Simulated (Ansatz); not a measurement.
# Changed inputs in constrained RPA: CsCrCl3 (cubic perovskite) (Pm-3m), part 2 of 2

What does U in CsCrCl3 (cubic perovskite) (Pm-3m) depend on besides the window?

Ansatz 0.2.0; constrained RPA on LDA, plane waves, PAW.

So far. Step 3 (Changed: 2×2×2 mesh): On the Cr d shell, screening brings the on-site interaction from 17.1 eV down to U = 4.48 eV. Step 4 (Changed: smooth pair densities): On the Cr d shell, screening brings the on-site interaction from 16.5 eV down to U = 3.99 eV.

The structure was built from a prototype and need not be the compound's stable phase.

## (6) Changed: a keyword of another program

input.yaml reads:

```yaml
crystal:
  lattice:
    - [0.0, -4.7167821, 0.0]
    - [0.0, 0.0, 4.7167821]
    - [-4.7167821, 0.0, 0.0]
  atoms:
    - { symbol: Cs, position: [0.0, 0.0, 0.0] }
    - { symbol: Cr, position: [0.5, 0.5, 0.5] }
    - { symbol: Cl, position: [0.5, 0.5, 0.0] }
    - { symbol: Cl, position: [0.5, 0.0, 0.5] }
    - { symbol: Cl, position: [0.0, 0.5, 0.5] }
kpoints:
  mp_grid: { grid: [6, 6, 6] }
hamiltonian:
  xc: lda
scf:
  occupations: { method: gaussian, width: 0.08 }
  n_extra_bands: 19
  max_iter: 150
  lower_state_search: "off"
output:
  crpa:
    kmesh: [4, 4, 4]
    target_bands: [v2, c3]
    projections: [{ species: Cr, l: d, shell: 3 }]
    NTARGET_STATES: 1
```

On the command line:

```bash
ansatz run input.yaml --threads 4 --pin off --max-ram 9216MiB --backend cpu --events-out ev --progress --plain --runs-dir out
```

Numbers of over 12 decimals in the logs are rounded to 6 here.

The log of the run:

```text
Error: YAML parse error: error: line 26 column 5: unknown field `NTARGET_STATES`, expected one of accuracy, bounded_pairs, pair_densities, n_empty_bands, n_guard_bands, ecut_chi, kmesh, target_bands, projections
  --> <input>:26:5
   |
24 |     target_bands: [v2, c3]
25 |     projections: [{ species: Cr, l: d, shell: 3 }]
26 |     NTARGET_STATES: 1
   |     ^ unknown field `NTARGET_STATES`, expected one of accuracy, bounded_pairs, pair_densities, n_empty_bands, n_guard_bands, ecut_chi, kmesh, target_bands, projections
```

Run time: 0.02 s. Hardware: 4 threads of Arm Neoverse V2, shared host; peak memory 0.023 GiB.

The program refused the input before any cycle.

The program's message: “Error: YAML parse error: error: line 26 column 5: unknown field `NTARGET_STATES`, expected one of accuracy, bounded_pairs, pair_densities, n_empty_bands, n_guard_bands, ecut_chi, kmesh, target_bands, …”

The fault put into this input: a keyword of another program.

## (7) Changed: volume -3 %

The cell differs from the one that the last finished run ended in (a 4.717 → 4.669 Å, b 4.717 → 4.669 Å, c 4.717 → 4.669 Å).

input.yaml, the sections that differ from step 6:

```yaml
crystal:
  lattice:
    - [0.0, -4.6691345787, 0.0]
    - [0.0, 0.0, 4.6691345787]
    - [-4.6691345787, 0.0, 0.0]
  atoms:
    - { symbol: Cs, position: [0.0, 0.0, 0.0] }
    - { symbol: Cr, position: [0.5, 0.5, 0.5] }
    - { symbol: Cl, position: [0.5, 0.5, 0.0] }
    - { symbol: Cl, position: [0.5, 0.0, 0.5] }
    - { symbol: Cl, position: [0.0, 0.5, 0.5] }
output:
  crpa:
    kmesh: [4, 4, 4]
    target_bands: [v2, c3]
    projections: [{ species: Cr, l: d, shell: 3 }]
  local_orbitals:
    kmesh: [8, 8, 8]
    orbitals: [{ species: Cr, l: d, shell: 3 }]
    window: { bands: [v2, c3] }
    seedname: lo
# kpoints, hamiltonian, scf: as in step 6
```

The log of the run:

```text
[...]
Crystal: 5 atoms, lattice volume = 101.791 Å³
Basis set: ecut = 420 eV, 1935 PW (Γ)
Bands: 41, of which v1, the nominal top of the filled ones, is band 22 counted from 1 (21 counted from 0)
Symmetry: 48 space group operations
[...]
k-points: 20 of 216
[...]
χ-basis size per q: N_G = 358..384
[...]
screened: U = 3.8742 eV, U' = 3.0334 eV, J = 0.4126 eV
      screened d-shell averages: U_bar = F0 = 3.2015 eV, J_bar = 0.5808 eV
      screened, to within: U = 1.4e-2 eV, U' = 1.4e-2 eV, J = 6.1e-4 eV
      screened d-shell averages, to within: U_bar = 1.3e-2 eV, J_bar = 8.6e-4 eV
      bare: V = 16.3310 eV, V' = 15.2285 eV, J = 0.5282 eV
      bare d-shell averages: V_bar = F0 = 15.4490 eV, J_bar = 0.7487 eV
[...]
[key lines of the parts left out:]
SCF converged after 8 iterations
Free energy (F): -11965.308917 eV
Fermi energy:    9.307506 eV
```

Run time: 80 s. Hardware: 4 threads; peak memory 0.76 GiB.

Numbers from this step:

```yaml
u: 3.874 eV
u_prime_inter_orbital: 3.033 eV
j: 0.4126 eV
bare_v: 16.33 eV
bare_j: 0.5282 eV
stated_bound_on_u: 0.01364 eV
u_over_bare_v: 0.2372
electrons_in_the_window: 4.000
head_of_the_constrained_inverse_dielectric_matrix: 0.2438
least_eigenvalue_of_the_projection_s_overlap: 0.6358
target_functions: 5
bands_in_the_sums: 50
r_m_s_miss_of_the_model_bands: 9.59e-4 eV
width_of_the_target_bands: 4.027 eV
weight_of_the_projected_orbitals_in_the_window: 0.8129
```

On the Cr d shell, screening brings the on-site interaction from 16.3 eV down to U = 3.87 eV.

## (8) Changed: volume +6 %

The cell differs from the one that the last finished run ended in (a 4.669 → 4.809 Å, b 4.669 → 4.809 Å, c 4.669 → 4.809 Å).

input.yaml, as its differences from that of step 7:

```diff
@@ -2,5 +2,5 @@
   lattice:
-    - [0.0, -4.6691345787, 0.0]
-    - [0.0, 0.0, 4.6691345787]
-    - [-4.6691345787, 0.0, 0.0]
+    - [0.0, -4.8092915097, 0.0]
+    - [0.0, 0.0, 4.8092915097]
+    - [-4.8092915097, 0.0, 0.0]
   atoms:
```

The log of the run:

```text
[...]
Crystal: 5 atoms, lattice volume = 111.235 Å³
Basis set: ecut = 420 eV, 2109 PW (Γ)
Bands: 41, of which v1, the nominal top of the filled ones, is band 22 counted from 1 (21 counted from 0)
Symmetry: 48 space group operations
[...]
k-points: 20 of 216
[...]
χ-basis size per q: N_G = 388..432
[...]
screened: U = 4.1100 eV, U' = 3.2371 eV, J = 0.4299 eV
      screened d-shell averages: U_bar = F0 = 3.4117 eV, J_bar = 0.6045 eV
      screened, to within: U = 9.7e-3 eV, U' = 9.7e-3 eV, J = 6.2e-4 eV
      screened d-shell averages, to within: U_bar = 8.7e-3 eV, J_bar = 8.7e-4 eV
      bare: V = 16.7551 eV, V' = 15.6188 eV, J = 0.5482 eV
      bare d-shell averages: V_bar = F0 = 15.8461 eV, J_bar = 0.7754 eV
[...]
[key lines of the parts left out:]
SCF converged after 6 iterations
Free energy (F): -11965.276810 eV
Fermi energy:    8.062887 eV
```

It took 1.9 min on 4 threads; peak memory 0.79 GiB.

Numbers from this step:

* U: 4.110 eV
* U prime (inter-orbital): 3.237 eV
* J: 0.4299 eV
* bare V: 16.76 eV
* bare J: 0.5482 eV
* stated bound on U: 0.009632 eV
* U over bare V: 0.2453
* electrons in the window: 4.000
* head of the constrained inverse dielectric matrix: 0.2615
* least eigenvalue of the projection's overlap: 0.6586
* target functions: 5
* bands in the sums: 50
* r.m.s. miss of the model bands: 4.65e-4 eV
* width of the target bands: 3.392 eV
* weight of the projected orbitals in the window: 0.8322

On the Cr d shell, screening brings the on-site interaction from 16.8 eV down to U = 4.11 eV.

## (9) Side by side

Times are wall times on 4 threads of Arm Neoverse V2, shared host, good to a factor of about two.

| run | bare V (eV) | U (eV) | J (eV) | bound on U (eV) | width (eV) | time |
| --- | --- | --- | --- | --- | --- | --- |
| target window | 16.48 | 3.956 | 0.419 | 0.0142 | 3.80 | 82 s |
| 2×2×2 mesh | 17.14 | 4.482 | 0.439 | 0.0144 | 3.80 | 12 s |
| smooth pair densities | 16.48 | 3.986 | 0.437 | 0.0018 | 3.80 | 1.7 min |
| volume -3 % | 16.33 | 3.874 | 0.413 | 0.0136 | 4.03 | 80 s |
| volume +6 % | 16.76 | 4.110 | 0.430 | 0.0096 | 3.39 | 1.9 min |

## (10) Outcome

```json
{
 "target window": "U 3.96 eV, J 0.42 eV",
 "2×2×2 mesh": "U 4.48 eV, J 0.44 eV",
 "smooth pair densities": "U 3.99 eV, J 0.44 eV",
 "volume -3 %": "U 3.87 eV, J 0.41 eV",
 "volume +6 %": "U 4.11 eV, J 0.43 eV"
}
```

2×2×2 mesh moves U by +0.53 eV at 0.15 times the time. Smooth pair densities moves U by +0.03 eV. Volume -3 % moves U by −0.08 eV. Volume +6 % moves U by +0.15 eV. The printed bound covers the solver alone, not the mesh, and no denser mesh than the base was run. The parent state is non-magnetic and the interaction static (zero frequency); U depends on the window and the orbitals, so it belongs to this model alone.

[Paths, hosts, dates, memory and timing lines, banners, echoed tables and standing remarks are left out of the program output.]

[Logs are printed without paths, hosts, clocks, repeated set-up lines and the standing remarks that a program may print on its own settings, such as how far it seeks lower states.]

[Runs of the session that timed out or met a known fault of the program may be left out.]

[Hosts, paths, dates, database ids (printed as entryN), source tags and the programs' standing remarks are cut or masked in the printed files.]
